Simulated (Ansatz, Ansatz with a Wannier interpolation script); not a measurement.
# Settings in Wannier-interpolated G0W0: Rb2PdC2 (P-3m1)

How do the Wannier model and the GW settings move the interpolated bands of Rb2PdC2 (P-3m1)?

Main program and level: Ansatz 0.2.0; maximally localised Wannier functions, LDA, plane waves, PAW; PAW set soft_1.

Report form: the programs' logs are mostly left out.

## 1. Starting point

Symmetry: P-3m1, No. 164, trigonal system. Conventional cell: a = 5.358 Å, b = 5.358 Å, c = 5.289 Å, α = 90.00°, β = 90.00°, γ = 120.00°. Rb has 6 C at 3.14 to 3.58 Å and 3 Pd at 3.42 Å nearest. Pd has 4 C at 2.01 to 3.27 Å and 6 Rb at 3.42 Å nearest. C has 1 C at 1.26 Å and 2 Pd at 2.01 to 3.27 Å and 6 Rb at 3.14 to 3.58 Å nearest. Farther neighbours are not listed.

The cell and positions come from the Crystallography Open Database and are kept as given unless a step says otherwise.

## 2. Wannier model on 12×12×8

Localised functions give a small Hamiltonian that interpolates between mesh points at no cost.

Contents of input.yaml:

```yaml
crystal:
  lattice:
    - [5.3581, 0.0, 0.0]
    - [-2.67905, 4.640250716, 0.0]
    - [0.0, 0.0, 5.2888]
  atoms:
    - { symbol: Rb, position: [0.3333333333, 0.6666666667, 0.2775] }
    - { symbol: Rb, position: [0.6666666667, 0.3333333333, 0.7225] }
    - { symbol: Pd, position: [0.0, 0.0, 0.0] }
    - { symbol: C, position: [0.0, 0.0, 0.3809] }
    - { symbol: C, position: [0.0, 0.0, 0.6191] }
kpoints:
  mp_grid: { grid: [6, 6, 4] }
hamiltonian:
  xc: lda
  pseudopotentials: { kind: paw, azcp: { folder: soft_1 }, xc_functional: pbe }
scf:
  occupations: { method: fixed }
  n_extra_bands: 69
output:
  wannier:
    kmesh: [12, 12, 8]
    projections:
      - { species: C, l: p, shell: 2 }
      - { species: Pd, l: d, shell: 4 }
      - { species: Rb, l: s, shell: 5 }
    minimise: true
    write_hr: true
    seedname: w
    conv_tol: 1.0e-06
    max_iter: 20000
    stability_check: false
    disentanglement:
      window: [0.44, 16.45]
      frozen_window: [0.44, 8.49]
      conv_tol: 1.0e-08
```

The run is started by

```
> ansatz run input.yaml --threads 4 --pin off --max-ram 18432MiB --backend cpu --events-out ev --progress --plain --runs-dir out
```

Run time: 2.4 min. Hardware: 4 threads of Arm Neoverse V2, shared host; peak memory 5.1 GiB.

Numbers from this step:

| Quantity | Value |
| --- | --- |
| gauge-invariant spread | 33.83 Å² |
| diagonal spread | 0.08377 Å² |
| off-diagonal spread | 3.535 Å² |
| total spread | 37.45 Å² |
| least projectability | 7.68e-9 |
| localisation steps | 551 |
| disentanglement steps | 8896 |
| r.m.s. interpolation error | 0.003806 eV |
| r.m.s. error near the gap | 0.001926 eV |

Near the gap the model misses directly solved bands by 1.9 meV r.m.s. and by 43 meV at most in the window tested. This tests the starting bands, not the corrections carried with them.

## 3. G0W0: 6×6×4 mesh, 548 empty bands, screening to 150 eV, PAW set soft_1 files

Now the one-shot GW correction: screening in the RPA, then the self-energy of the levels asked for.

This step: G0W0 on LDA, plane waves, PAW; PAW set soft_1.

input.yaml, the sections that differ from step 2:

```yaml
scf:
  occupations: { method: fixed }
gw:
  n_empty_bands: 548
  ecut_chi: 150.0
  qp_bands: [v8, c2]
  screening: { model: contour_deformation }
# crystal, kpoints, hamiltonian: as in step 2
# output: removed
```

The job ended after 58 min (4 threads; peak memory 2.6 GiB; 3.8 h of CPU time).

The G0W0 gap on the mesh is 2.402 eV.

## 4. G0W0: 3×3×2 mesh, 548 empty bands, screening to 150 eV, PAW set soft_1 files

Edit input.yaml of step 3 so:

```diff
@@ -12,3 +12,3 @@
 kpoints:
-  mp_grid: { grid: [6, 6, 4] }
+  mp_grid: { grid: [3, 3, 2] }
 hamiltonian:
```

Run time: 97 s. Hardware: 4 threads; peak memory 2.3 GiB.

The G0W0 gap on the mesh is 2.460 eV.

## 5. G0W0: 6×6×4 mesh, 254 empty bands, screening to 90 eV, PAW set soft_1 files

Edit input.yaml of step 4 so:

```diff
@@ -12,3 +12,3 @@
 kpoints:
-  mp_grid: { grid: [3, 3, 2] }
+  mp_grid: { grid: [6, 6, 4] }
 hamiltonian:
@@ -19,4 +19,4 @@
 gw:
-  n_empty_bands: 548
-  ecut_chi: 150.0
+  n_empty_bands: 254
+  ecut_chi: 90
   qp_bands: [v8, c2]
```

Wall time 9.1 min (4 threads); peak memory 1.1 GiB.

The G0W0 gap on the mesh is 2.325 eV.

## 6. Interpolated results

Times are wall times on 4 threads of Arm Neoverse V2, shared host, good to a factor of about two.

```tsv
GW mesh	empty bands	cutoff (eV)	frequency	gap on mesh (eV)	gap over zone (eV)	direct gap (eV)	valence width (eV)	GW time
6×6×4	548	150	contour deformation	2.402	2.402	2.402	4.717	58 min
3×3×2	548	150	contour deformation	2.460	2.259	2.259	4.736	97 s
6×6×4	254	90	contour deformation	2.325	2.325	2.325	4.701	9.1 min
```

## 7. What came out

```json
{"6×6×4 mesh, 548 empty bands, screening to 150 eV, PAW set soft_1 files": "2.40 eV", "3×3×2 mesh, 548 empty bands, screening to 150 eV, PAW set soft_1 files": "2.26 eV", "6×6×4 mesh, 254 empty bands, screening to 90 eV, PAW set soft_1 files": "2.33 eV"}
```

What this shows: The largest change, −0.14 eV in the gap over the zone, comes with 3×3×2 mesh, 548 empty bands, screening to 150 eV, PAW set soft_1 files. The first run is a reference, not a converged one, and where a row moves several settings no single cause can be named. Rows on another GW mesh add that mesh's corrections to the bands of the one model. With 3×3×2 mesh, 548 empty bands, screening to 150 eV, PAW set soft_1 files the gap over the zone moves by −0.14 eV and that on the mesh by +0.06 eV. With 6×6×4 mesh, 254 empty bands, screening to 90 eV, PAW set soft_1 files the gap over the zone moves by −0.08 eV and that on the mesh by −0.08 eV. Gaps over the zone and on the mesh differ where an edge lies off the mesh, or where a GW run starts from another density: the starting gap over the zone is 1.536 eV, on the GW meshes it is 1.536 eV and 1.680 eV. The runs have no spin polarisation. For a closed low-spin shell that is the natural state; where a d or f shell is open it is a constraint, and the gap is then not the crystal's own. With d states at the gap, one-shot GW leans hard on its start. The many-body steps are scalar-relativistic: spin-orbit coupling is not in them.

[Paths, hosts, dates, memory and timing lines, banners, echoed tables and standing remarks are left out of the program output.]

[Logs are printed without paths, hosts, clocks, repeated set-up lines and the standing remarks that a program may print on its own settings, such as how far it seeks lower states.]

[Runs of the session that timed out or met a known fault of the program may be left out.]

[Hosts, paths, dates, database ids (printed as entryN), source tags and the programs' standing remarks are cut or masked in the printed files.]
